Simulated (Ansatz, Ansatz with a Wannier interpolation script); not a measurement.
**G0W0 band structure of WS2 (Tungstenite)**

Aim: the G0W0 bands of WS2 (Tungstenite) along the symmetry lines, with the gap off the mesh.

Program: Ansatz 0.2.0. Level of theory: LDA, Wannier functions and G0W0, plane waves, PAW. Results are calculated unless marked as measured.

The database entry behind the starting cell differs from later determinations by our own check (an axis about 1.4 % long against later determinations), so it need not match the best structure at ambient conditions.

## (1) The structure

It takes space group P6_3/mmc (No. 194, hexagonal). Conventional cell: a = 3.180 Å, b = 3.180 Å, c = 12.500 Å, α = 90.00°, β = 90.00°, γ = 120.00°. Nearest to W lie 6 S at 2.41 Å. S has 3 W at 2.41 Å nearest. Farther neighbours and most contacts between anions are not listed.

The cell and positions come from the Crystallography Open Database and are kept as given unless a step says otherwise. Spin-orbit coupling is left out unless a step names it. The default PAW set here is soft_2. Its files were made with PBE.

## (2) LDA bands

Levels along a band path, at the cheap level, show where the edges lie and whether the meshes to come will hold them.

This step: DFT, LDA, plane waves, PAW.

The input, input.yaml:

```yaml
crystal:
  lattice:
    - [3.18, 0.0, 0.0]
    - [-1.59, 2.753960784, 0.0]
    - [0.0, 0.0, 12.5]
  atoms:
    - { symbol: W, position: [0.3333333333, 0.6666666667, 0.25] }
    - { symbol: W, position: [0.6666666667, 0.3333333333, 0.75] }
    - { symbol: S, position: [0.3333333333, 0.6666666667, 0.625] }
    - { symbol: S, position: [0.6666666667, 0.3333333333, 0.125] }
    - { symbol: S, position: [0.3333333333, 0.6666666667, 0.875] }
    - { symbol: S, position: [0.6666666667, 0.3333333333, 0.375] }
kpoints:
  mp_grid: { grid: [6, 6, 2] }
  band_path:
    path:
      - [[0.0, 0.0, 0.0], [0.5, 0.0, 0.0], [0.33333333, 0.33333333, 0.0], [0.0, 0.0, 0.0], [0.0, 0.0, 0.5], [0.5, 0.0, 0.5], [0.33333333, 0.33333333, 0.5], [0.0, 0.0, 0.5]]
      - [[0.5, 0.0, 0.5], [0.5, 0.0, 0.0]]
      - [[0.33333333, 0.33333333, 0.5], [0.33333333, 0.33333333, 0.0]]
    npoints: 10
hamiltonian:
  xc: lda
scf:
  occupations: { method: fermi_dirac, width: 0.02 }
  n_extra_bands: 58
output:
  eigenvalues: true
  fatbands: true
  write_density: true
  write_potential: true
  elf: true
  volumetric_format: npy
```

Started as:

```
$ ansatz run input.yaml --threads 3 --pin off --max-ram 64512MiB --backend cuda --events-out ev --progress --plain --runs-dir out --devices 1 --max-vram 24GiB  # rebuilt from the run's record
```

Numbers of over 12 decimals in the logs are rounded to 6 here.

Output:

```text
scf.n_extra_bands = 58 over 26 filled bands (N_el = 52.0): the run solves 84 bands
GPUs: using 1 of 1 available (devices: 1).
Engine: ansatz 0.2.0, x86_64-unknown-linux-gnu
Pseudopotentials: kind: paw
Pseudopotential: W, paw, valence charge 14, recommended cutoff 420 eV (normal), W.paw.azcp
Pseudopotential: S, paw, valence charge 6, recommended cutoff 420 eV (normal), S.paw.azcp
Functional definition: SPW92
  exchange = slater_x
  correlation = pw_c
device memory: the entry about to start is reckoned to put 4.6 GiB on a device that reports 68.9 GiB free (of which the cap on the GPU budget leaves the run 24.0 GiB)
GPU FFT provider: cuFFT
GPU libraries: cuBLAS 13.8.2, cuFFT 12.4.0, cuSOLVER 12.3.4
Crystal: 6 atoms, lattice volume = 109.470 Å³
Basis set: ecut = 420 eV, 2129 PW (Γ)
Bands: 84, of which v1, the nominal top of the filled ones, is band 26 counted from 1 (25 counted from 0)
Symmetry: 24 space group operations
Space group: P63/mmc (ITA 194), of the structure as read, at distance tolerance 4.8e-5 Å
k-points: 14 of 72
Non-local potential: W, projectors of the file, l = 0: 3, l = 1: 2, l = 2: 2, l = 3: 1
Non-local potential: S, projectors of the file, l = 0: 2, l = 1: 2, l = 2: 2
PAW form: soft (Blöchl's): semilocal exchange-correlation on the pseudo side does not see the compensation charge
PAW frozen core: W, regenerated for the run's functional, and the local potential with it (the file was generated under x = pbe(κ = 0.804, μ = 0.219515), c = pbe(β = 0.066725))
PAW frozen core: S, regenerated for the run's functional, and the local potential with it (the file was generated under x = pbe(κ = 0.804, μ = 0.219515), c = pbe(β = 0.066725))
PAW one-centre angular grid: W, 590 points (default); XC on 64 Gauss nodes
PAW one-centre angular grid: S, 110 points (default); XC on 64 Gauss nodes
Initial density: superposition of atomic densities (neutral atoms: chi_scale 0, normalization atom), corrected by the library's trained network
Initial wavefunctions: pseudopotential atomic-orbital guess
GPU buffer pool allocated for 51840 grid points (all kernels)
GPU transforms: local potential and band sums: pruned to the plane-wave sphere, on 24×24×90
Functional: x = slater, c = lda
SCF iter   1: F=—  HF=-23743.320858 eV  |F-HF|=—  |Δ(HF+E_count)|=         —  Δρ=9.76e-3  dr2=1.69e-1  ethr=1.77e-3  ⟨swp⟩=5.9  Hψ=6020  notcnv=0  defer=279
preconditioner: auto → Resta (q_TF=auto, 2.410 Å⁻¹)  ε∞=2.0  [insulator: Δε(μ)=0.971 eV  Ē_g=21.707 eV  σ=0.020 eV  W_gap=1.00  n_scr=26 (ndim 8)  ℏωp=21.3 eV  f_vac=0.025  D(μ)=0.00/eV (n_scr^D=0)  ε∞_Penn≈2.0]
SCF iter   2: F=—  HF=-23743.308039 eV  |F-HF|=—  |Δ(HF+E_count)|=   1.28e-2  Δρ=6.10e-3  dr2=1.04e-1  ethr=3.25e-4  ⟨swp⟩=2.0  Hψ=1466  notcnv=0  defer=699
SCF iter   3: F=—  HF=-23743.292228 eV  |F-HF|=—  |Δ(HF+E_count)|=   1.58e-2  Δρ=3.05e-3  dr2=4.68e-3  ethr=1.99e-4  ⟨swp⟩=2.1  Hψ=687  notcnv=0  defer=704
SCF iter   4: F=—  HF=-23743.292179 eV  |F-HF|=—  |Δ(HF+E_count)|=   4.88e-5  Δρ=3.61e-4  dr2=3.19e-4  ethr=8.99e-6  ⟨swp⟩=2.4  Hψ=699  notcnv=0  defer=704
SCF iter   5: F=—  HF=-23743.292157 eV  |F-HF|=—  |Δ(HF+E_count)|=   2.19e-5  Δρ=7.83e-5  dr2=1.24e-5  ethr=6.14e-7  ⟨swp⟩=2.1  Hψ=637  notcnv=0  defer=704
SCF iter   6: F=—  HF=-23743.292172 eV  |F-HF|=—  |Δ(HF+E_count)|=   1.47e-5  Δρ=2.14e-5  dr2=1.48e-6  ethr=2.39e-8  ⟨swp⟩=1.9  Hψ=727  notcnv=0  defer=704
SCF iter   7: F=—  HF=-23743.292172 eV  |F-HF|=—  |Δ(HF+E_count)|=   1.71e-7  Δρ=6.88e-6  dr2=1.62e-7  ethr=2.86e-9  ⟨swp⟩=1.4  Hψ=520  notcnv=0  defer=704
SCF iter   8: F=-23743.292172 eV  HF=-23743.292172 eV  |F-HF|=2.19e-9  |Δ(HF+E_count)|=   2.34e-8  Δρ=9.50e-7  dr2=2.53e-9  ethr=1.92e-10  ⟨swp⟩=10.2  Hψ=6749  notcnv=0
SCF 1 converged in 8 iterations: F = -23743.292172 eV  dr2 = 2.53e-9
[...]
device memory: the entry about to start is reckoned to put 9.9 GiB on a device that reports 68.9 GiB free (of which the cap on the GPU budget leaves the run 24.0 GiB)
NSCF: frozen V_eff on 93 k-points, pencils in batches of 32, up to order 372
SCF converged after 8 iterations
Free energy (F): -23743.292172 eV
Harris-Foulkes:  -23743.292172 eV  (|F-HF|=2.19e-9)
Internal energy: -23743.292172 eV  (E = F + TS)
E sigma→0 (E₀):  -23743.292172 eV
Fermi energy:    11.460952 eV
--- Per-component energies (eV) ---
  E_band       = -408.584021
  E_kinetic    = 1333.479039
  E_local      = -3659.674035  (includes V_loc(G=0)·N_el)
  E_nonlocal   = 130.256445
  E_hartree    = 1450.608399
  E_xc         = -916.853572
  E_vxc        = -831.070788  (∫ρ·V_xc dr)
  E_paw        = -18894.524298  (= ΣΔE_a)
  E_vpaw       = -282.788907  (= ΣTr[D̂ρ^β])
  E_aug_tail   = -0.000129  (compensation charges beyond the density's cutoff)
  E_ewald      = -3187.763116
  E_core_change = 1.179096  (= ΣΔE_core)
  E_smearing   = -0.000000  (= −TS)
  E_closure    = 0.000000  (closes the sum)
  Σ components = -23743.292172   (vs F -23743.292172, Δ=0.00e0)
--- Band table (eV; the first three rows and the last of 14) ---
  k-point 0: bands = [... 22 lower, 8.7348, 9.4764, 9.8464, 10.9933, 13.2212, 13.2212, 13.2289, 13.2289, ... 54 higher]
  k-point 1: bands = [... 22 lower, 8.7136, 8.7136, 10.6876, 10.6876, 13.2184, 13.2184, 13.2184, 13.2184, ... 54 higher]
  k-point 2: bands = [... 22 lower, 8.6997, 9.5679, 9.7864, 10.1795, 12.5158, 12.9785, 13.0374, 13.1763, ... 54 higher]
  k-point 13: bands = [... 22 lower, 7.9975, 7.9975, 10.3103, 10.3103, 12.1222, 12.1222, 13.5523, 13.5523, ... 54 higher]
```

Wall time 9.6 s (1 × NVIDIA H100 80GB HBM3 (shared by 3 runs) with 3 threads of AMD EPYC 7R13 (Zen 3), shared host); peak memory 1.2 GiB.

In the SCF lines HF is the Harris–Foulkes energy and dr2 the Hartree energy of the density residual, in eV; the loop may stop once dr2 is under the threshold and the program's other checks hold. Hψ counts applications of the Hamiltonian.

This step gave:

* filled bands: 26
* gap: 0.9711 eV
* valence top at: Γ
* conduction bottom at: k = (0.167, 0.167, 0.000)
* least direct gap: 1.714 eV

The gap is indirect, with the least direct gap 0.74 eV higher.

The electronic bands at the labelled points (eV, zero at the top of the highest nominally filled band):

| point | band 23 | band 24 | band 25 | band 26 | band 27 | band 28 | band 29 | band 30 |
| --- | --- | --- | --- | --- | --- | --- | --- | --- |
| Γ | -2.26 | -1.52 | -1.15 | 0.00 | 2.23 | 2.23 | 2.24 | 2.24 |
| halfway | -2.55 | -1.81 | -1.58 | -1.46 | 1.32 | 1.81 | 2.00 | 2.24 |
| M | -1.97 | -1.81 | -1.65 | -1.50 | 2.15 | 2.19 | 2.49 | 2.73 |
| halfway | -2.89 | -2.55 | -1.22 | -0.99 | 1.81 | 1.89 | 2.69 | 2.77 |
| K | -2.86 | -2.86 | -0.76 | -0.59 | 1.13 | 1.13 | 2.07 | 3.21 |
| halfway | -2.06 | -1.77 | -1.54 | -1.51 | 0.97 | 1.76 | 1.98 | 2.06 |
| Γ | -2.26 | -1.52 | -1.15 | 0.00 | 2.23 | 2.23 | 2.24 | 2.24 |
| halfway | -2.26 | -2.08 | -0.71 | -0.07 | 2.23 | 2.23 | 2.23 | 2.23 |
| A | -2.28 | -2.28 | -0.31 | -0.31 | 2.23 | 2.23 | 2.23 | 2.23 |
| halfway | -2.27 | -2.27 | -1.48 | -1.48 | 1.71 | 1.71 | 1.89 | 1.89 |
| L | -1.89 | -1.89 | -1.56 | -1.56 | 2.17 | 2.17 | 2.63 | 2.63 |
| halfway | -2.77 | -2.77 | -1.10 | -1.10 | 1.85 | 1.85 | 2.75 | 2.75 |
| H | -3.00 | -3.00 | -0.68 | -0.68 | 1.13 | 1.13 | 2.56 | 2.56 |
| halfway | -1.97 | -1.97 | -1.52 | -1.52 | 1.34 | 1.34 | 2.10 | 2.10 |
| A | -2.28 | -2.28 | -0.31 | -0.31 | 2.23 | 2.23 | 2.23 | 2.23 |
| jump to L | -1.89 | -1.89 | -1.56 | -1.56 | 2.17 | 2.17 | 2.63 | 2.63 |
| halfway | -1.95 | -1.83 | -1.62 | -1.51 | 2.15 | 2.18 | 2.54 | 2.70 |
| M | -1.97 | -1.81 | -1.65 | -1.50 | 2.15 | 2.19 | 2.49 | 2.73 |
| jump to H | -3.00 | -3.00 | -0.68 | -0.68 | 1.13 | 1.13 | 2.56 | 2.56 |
| halfway | -2.92 | -2.92 | -0.74 | -0.62 | 1.13 | 1.13 | 2.20 | 2.99 |
| K | -2.86 | -2.86 | -0.76 | -0.59 | 1.13 | 1.13 | 2.07 | 3.21 |

Valence density in the ac plane at fractional y = 0.333, with atoms of W and S within 0.2 Å of it. It is the smooth field of the valence electrons, not physical close to the nuclei.

Ten steps, logarithmic in the rise over the least value, from '_' (0.0 e/Å³) to '@' (5.2 e/Å³), each cell a mean:
```
............____________________
------------::::....______....::
====++++======----::::::::::----
====++++++======================
==============++##%%%%%%%%##**++
====------==**%%@@@@@@@@@@@@%%**
====------==++##%%@@@@@@@@@@##**
==============++++**####****++==
==++++++++======--------------==
============----::::......::::--
::::::::::::....____________....
________________________________
..__________..::::----------::..
--........::--==++********++++==
==--::::--==++******++==******++
==--------==++******++++******++
==============++++++++++++++++==
==++****++++======----------====
==++++++++++====================
====----====++++************++++
==----::--==++******++==++****++
==::::..::--==++**************++
::..____....::--==++++++++++==--
______________....::::::::....__
```
Columns run along a (3.2 Å), rows up along c (12.5 Å). Atoms in or near the plane, at fractional coordinates: W at (0.67, 0.75), S at (0.67, 0.12), S at (0.67, 0.38).

Electrostatic potential energy in the ac plane at fractional y = 0.333, with atoms of W and S within 0.2 Å of it. With pseudopotentials it is smooth inside the atoms' cores, unlike the true potential.

Values in eV, 24 rows by 16 columns, each cell a mean:
```
 15  15  15  15  15  15  15  15  16  16  16  16  16  16  16  15
 13  11  10  10  11  12  13  14  15  15  15  15  15  15  14  14
  9   6   3   3   4   7  10  12  13  14  14  14  14  13  13  11
  8   7   5   5   6   7   9   9   8   6   5   5   6   7   9   9
  6   9  10  10   9   7   3  -5 -16 -25 -28 -29 -27 -19  -9   1
  1   7  10  11   9   4  -8 -27 -39 -39 -39 -39 -39 -39 -33 -14
  3   8  10  11   9   5  -4 -20 -34 -38 -39 -39 -38 -36 -26  -9
  8   9   9   9   9   8   6   2  -4 -11 -15 -16 -13  -7   0   5
  8   6   3   2   4   7   9  10  11  11  10  10  11  11  11  10
 10   8   6   5   6   9  11  13  14  14  15  15  14  14  13  12
 14  13  13  13  13  14  14  15  15  15  16  16  16  15  15  14
 16  15  15  15  15  16  16  16  16  16  16  16  16  16  16  16
 15  15  16  16  16  15  15  14  13  13  12  12  12  13  14  15
 13  14  15  15  14  13  11   6  -3 -11 -15 -16 -13  -6   3   9
  9  12  14  14  13  10   4 -11 -27 -27 -21 -20 -25 -29 -17   0
  8  11  11  11  11   9   5  -7 -22 -28 -26 -26 -28 -25 -12   2
  6   5   3   3   4   5   7   6   4   0  -3  -4  -1   3   6   7
  1  -4  -8  -9  -6  -2   3   7   9  10  11  11  10  10   8   5
  3  -1  -5  -5  -3   1   4   7   9   9   9   9   9   9   8   6
  8   8   7   7   8   8   7   3  -5 -13 -17 -17 -14  -7   1   6
  8  11  12  12  12   9   3 -12 -27 -28 -22 -21 -26 -29 -17   0
 10  13  14  14  13  11   6  -6 -20 -26 -25 -24 -26 -24 -11   3
 14  15  15  15  15  14  13  10   6   2  -1  -2   1   5   9  12
 16  16  16  16  16  16  15  15  15  14  14  14  14  15  15  15
```
Columns run along a (3.2 Å; values clipped at the 3rd and 97th percentile), rows up along c (12.5 Å). Atoms in or near the plane, at fractional coordinates: W at (0.67, 0.75), S at (0.67, 0.12), S at (0.67, 0.38).

## (3) Wannier functions (S:3p W:5d) on 12×12×4

Localised functions give a small Hamiltonian that interpolates between mesh points at no cost.

This step: maximally localised Wannier functions, LDA, plane waves, PAW.

input.yaml, the sections that differ from step 2:

```yaml
kpoints:
  mp_grid: { grid: [6, 6, 2] }
scf:
  occupations: { method: fixed }
  n_extra_bands: 58
output:
  wannier:
    kmesh: [12, 12, 4]
    projections: [{ species: S, l: p, shell: 3 }, { species: W, l: d, shell: 5 }]
    minimise: true
    write_hr: true
    seedname: w
    conv_tol: 1.0e-07
    max_iter: 4000
    disentanglement:
      window: [3.36, 16.92]
      frozen_window: [3.36, 13.26]
      conv_tol: 1.0e-08
# crystal, hamiltonian: as in step 2
```

Output:

```text
[...]
GPUs: using 1 of 1 available (devices: 1).
[...]
GPU FFT provider: cuFFT
GPU libraries: cuBLAS 13.8.2, cuFFT 12.4.0, cuSOLVER 12.3.4
Crystal: 6 atoms, lattice volume = 109.470 Å³
Basis set: ecut = 420 eV, 2129 PW (Γ)
Bands: 84, of which v1, the nominal top of the filled ones, is band 26 counted from 1 (25 counted from 0)
Symmetry: 24 space group operations
[...]
k-points: 14 of 72
[...]
GPU buffer pool allocated for 51840 grid points (all kernels)
[...]
SCF iter   1: F=—  HF=-23743.320872 eV  |F-HF|=—  |Δ(HF+E_count)|=         —  Δρ=9.82e-3  dr2=1.72e-1  ethr=1.77e-3  ⟨swp⟩=4.8  Hψ=4288  notcnv=0  defer=766
[...]
SCF iter   7: F=-23743.292172 eV  HF=-23743.292172 eV  |F-HF|=2.45e-8  |Δ(HF+E_count)|=   5.87e-8  Δρ=3.31e-6  dr2=3.09e-8  ethr=1.92e-10  ⟨swp⟩=12.1  Hψ=8371  notcnv=0
SCF 1 converged in 7 iterations: F = -23743.292172 eV  dr2 = 3.09e-8
[...]
NSCF: frozen V_eff on 14 k-points
the band table was solved once the SCF had ended and its energy, with any forces and stress, was formed, with the checks that follow a solve (4516 applications of the Hamiltonian). They found nothing against the state; the energy, forces and stress were not computed again (output.eigenvalues in the input reference)
[...]
NSCF: frozen V_eff on 61 k-points, pencils in batches of 32, up to order 336
the Wannier pass solved 61 of the 576 points of its mesh, and has the states at the others by symmetry: states obtained by the crystal's operations at points that were solved too leave a residual of 3.17e-13 eV (read by the count's bands and the next), within 6.67e-6 eV
SCF converged after 7 iterations
Free energy (F): -23743.292172 eV
[...]
Internal energy: -23743.292172 eV  (E = F + TS)
E sigma→0 (E₀):  -23743.292172 eV
Fermi energy:    10.993307 eV
[...]
--- Band table (eV; the first three rows and the last of 14) ---
  k-point 0: bands = [... 22 lower, 8.7348, 9.4764, 9.8464, 10.9933, 13.2212, 13.2212, 13.2289, 13.2289, ... 54 higher]
  k-point 1: bands = [... 22 lower, 8.7135, 8.7135, 10.6876, 10.6876, 13.2184, 13.2184, 13.2184, 13.2184, ... 54 higher]
  k-point 2: bands = [... 22 lower, 8.6997, 9.5679, 9.7864, 10.1795, 12.5158, 12.9785, 13.0374, 13.1763, ... 54 higher]
  k-point 13: bands = [... 22 lower, 7.9975, 7.9975, 10.3103, 10.3103, 12.1221, 12.1221, 13.5523, 13.5523, ... 54 higher]
Wannier search: line search 1 of at most 4000: gauge-dependent spread (as the search counts it) 3.2003265 Å², largest recent change 7.8e-1 Å² and fall left 2.9e-4 Å² against conv_tol 1.0e-7 Å², 0 stops escaped
```

It took 43 s on 1 × NVIDIA H100 80GB HBM3 (shared by 3 runs) with 3 threads; peak memory 1.6 GiB.

This step gave:

| Item | Value |
| --- | --- |
| gauge-invariant spread | 41.28 Å² |
| diagonal spread | 0.09039 Å² |
| off-diagonal spread | 3.075 Å² |
| total spread | 44.44 Å² |
| least projectability | 0.4470 |
| localisation steps | 36 |
| disentanglement steps | 57 |
| r.m.s. interpolation error | 4.14e-4 eV |
| r.m.s. error near the gap | 5.80e-4 eV |

Near the gap the model misses directly solved bands by 0.6 meV r.m.s. and by 4 meV at most in the window tested. This tests the starting bands, not the corrections carried with them.

Wannier functions, by row:

| function | x (Å) | y (Å) | z (Å) | spread (Å²) | nearest atom | distance (Å) |
| --- | --- | --- | --- | --- | --- | --- |
| 1 | 0.081 | 1.789 | 7.82 | 1.89 | S3 | 0.094 |
| 2 | -0.081 | 1.789 | 7.82 | 1.89 | S3 | 0.094 |
| 3 | 0 | 1.929 | 7.82 | 1.89 | S3 | 0.094 |
| 4 | 1.509 | 0.965 | 1.57 | 1.89 | S4 | 0.094 |
| 5 | 1.671 | 0.965 | 1.57 | 1.89 | S4 | 0.094 |
| 6 | 1.59 | 0.825 | 1.57 | 1.89 | S4 | 0.094 |
| 7 | -0.081 | 1.789 | 10.93 | 1.89 | S5 | 0.094 |
| 8 | 0.081 | 1.789 | 10.93 | 1.89 | S5 | 0.094 |
| 9 | 0 | 1.929 | 10.93 | 1.89 | S5 | 0.094 |
| 10 | 1.671 | 0.965 | 4.68 | 1.89 | S6 | 0.094 |
| 11 | 1.509 | 0.965 | 4.68 | 1.89 | S6 | 0.094 |
| 12 | 1.59 | 0.825 | 4.68 | 1.89 | S6 | 0.094 |
| 13 | 0.109 | 1.899 | 3.125 | 2.017 | W1 | 0.126 |
| 14 | 0 | 1.785 | 3.125 | 2.415 | W1 | 0.051 |
| 15 | 0 | 1.888 | 3.125 | 2.415 | W1 | 0.052 |
| 16 | 0 | 1.71 | 3.125 | 2.017 | W1 | 0.126 |
| 17 | -0.109 | 1.899 | 3.125 | 2.018 | W1 | 0.126 |
| 18 | 1.699 | 0.855 | 9.375 | 2.017 | W2 | 0.126 |
| 19 | 1.59 | 0.969 | 9.375 | 2.415 | W2 | 0.051 |
| 20 | 1.59 | 0.866 | 9.375 | 2.415 | W2 | 0.052 |
| 21 | 1.59 | 1.044 | 9.375 | 2.017 | W2 | 0.126 |
| 22 | 1.481 | 0.855 | 9.375 | 2.017 | W2 | 0.126 |

Frozen up to 2.27 eV; above it the model need not follow the bands. The electronic bands at the labelled points (eV, zero at the valence-band top):

| point | band 23 | band 24 | band 25 | band 26 | band 27 | band 28 | band 29 | band 30 |
| --- | --- | --- | --- | --- | --- | --- | --- | --- |
| Γ | -2.26 | -1.52 | -1.15 | 0.00 | 2.23 | 2.23 | 2.24 | 2.24 |
| halfway | -2.55 | -1.81 | -1.58 | -1.46 | 1.32 | 1.81 | 2.00 | 2.24 |
| M | -1.97 | -1.81 | -1.65 | -1.50 | 2.15 | 2.19 | 2.51 | 2.73 |
| halfway | -2.89 | -2.55 | -1.22 | -0.99 | 1.81 | 1.89 | 2.69 | 2.79 |
| K | -2.86 | -2.86 | -0.76 | -0.59 | 1.13 | 1.13 | 2.07 | 3.21 |
| halfway | -2.06 | -1.77 | -1.54 | -1.51 | 0.97 | 1.76 | 1.98 | 2.06 |
| Γ | -2.26 | -1.52 | -1.15 | 0.00 | 2.23 | 2.23 | 2.24 | 2.24 |
| halfway | -2.26 | -2.08 | -0.71 | -0.07 | 2.23 | 2.23 | 2.23 | 2.23 |
| A | -2.28 | -2.28 | -0.31 | -0.31 | 2.23 | 2.23 | 2.23 | 2.23 |
| halfway | -2.27 | -2.27 | -1.48 | -1.48 | 1.71 | 1.71 | 1.89 | 1.89 |
| L | -1.89 | -1.89 | -1.56 | -1.56 | 2.17 | 2.17 | 2.63 | 2.63 |
| halfway | -2.77 | -2.77 | -1.10 | -1.10 | 1.85 | 1.85 | 2.76 | 2.76 |
| H | -3.00 | -3.00 | -0.68 | -0.68 | 1.13 | 1.13 | 2.56 | 2.56 |
| halfway | -1.97 | -1.97 | -1.52 | -1.52 | 1.34 | 1.34 | 2.10 | 2.10 |
| A | -2.28 | -2.28 | -0.31 | -0.31 | 2.23 | 2.23 | 2.23 | 2.23 |
| jump to L | -1.89 | -1.89 | -1.56 | -1.56 | 2.17 | 2.17 | 2.63 | 2.63 |
| halfway | -1.95 | -1.83 | -1.62 | -1.51 | 2.15 | 2.18 | 2.55 | 2.70 |
| M | -1.97 | -1.81 | -1.65 | -1.50 | 2.15 | 2.19 | 2.51 | 2.73 |
| jump to H | -3.00 | -3.00 | -0.68 | -0.68 | 1.13 | 1.13 | 2.56 | 2.56 |
| halfway | -2.92 | -2.92 | -0.74 | -0.62 | 1.13 | 1.13 | 2.20 | 3.00 |
| K | -2.86 | -2.86 | -0.76 | -0.59 | 1.13 | 1.13 | 2.07 | 3.21 |

The same for Kohn-Sham, solved directly:

| point | band 23 | band 24 | band 25 | band 26 | band 27 | band 28 | band 29 | band 30 |
| --- | --- | --- | --- | --- | --- | --- | --- | --- |
| Γ | -2.26 | -1.52 | -1.15 | 0.00 | 2.23 | 2.23 | 2.24 | 2.24 |
| M | -1.97 | -1.81 | -1.65 | -1.50 | 2.15 | 2.19 | 2.49 | 2.73 |
| K | -2.86 | -2.86 | -0.76 | -0.59 | 1.13 | 1.13 | 2.07 | 3.21 |
| Γ | -2.26 | -1.52 | -1.15 | 0.00 | 2.23 | 2.23 | 2.24 | 2.24 |
| A | -2.28 | -2.28 | -0.31 | -0.31 | 2.23 | 2.23 | 2.23 | 2.23 |
| L | -1.89 | -1.89 | -1.56 | -1.56 | 2.17 | 2.17 | 2.63 | 2.63 |
| H | -3.00 | -3.00 | -0.68 | -0.68 | 1.13 | 1.13 | 2.56 | 2.56 |
| A | -2.28 | -2.28 | -0.31 | -0.31 | 2.23 | 2.23 | 2.23 | 2.23 |
| L | -1.89 | -1.89 | -1.56 | -1.56 | 2.17 | 2.17 | 2.63 | 2.63 |
| M | -1.97 | -1.81 | -1.65 | -1.50 | 2.15 | 2.19 | 2.49 | 2.73 |
| H | -3.00 | -3.00 | -0.68 | -0.68 | 1.13 | 1.13 | 2.56 | 2.56 |
| K | -2.86 | -2.86 | -0.76 | -0.59 | 1.13 | 1.13 | 2.07 | 3.21 |

[end of part 1 of 2]

[Paths, hosts, dates, memory and timing lines, banners, echoed tables and standing remarks are left out of the program output.]

[Logs are printed without paths, hosts, clocks, repeated set-up lines and the standing remarks that a program may print on its own settings, such as how far it seeks lower states.]

[Runs of the session that timed out or met a known fault of the program may be left out.]

[Hosts, paths, dates, database ids (printed as entryN), source tags and the programs' standing remarks are cut or masked in the printed files.]
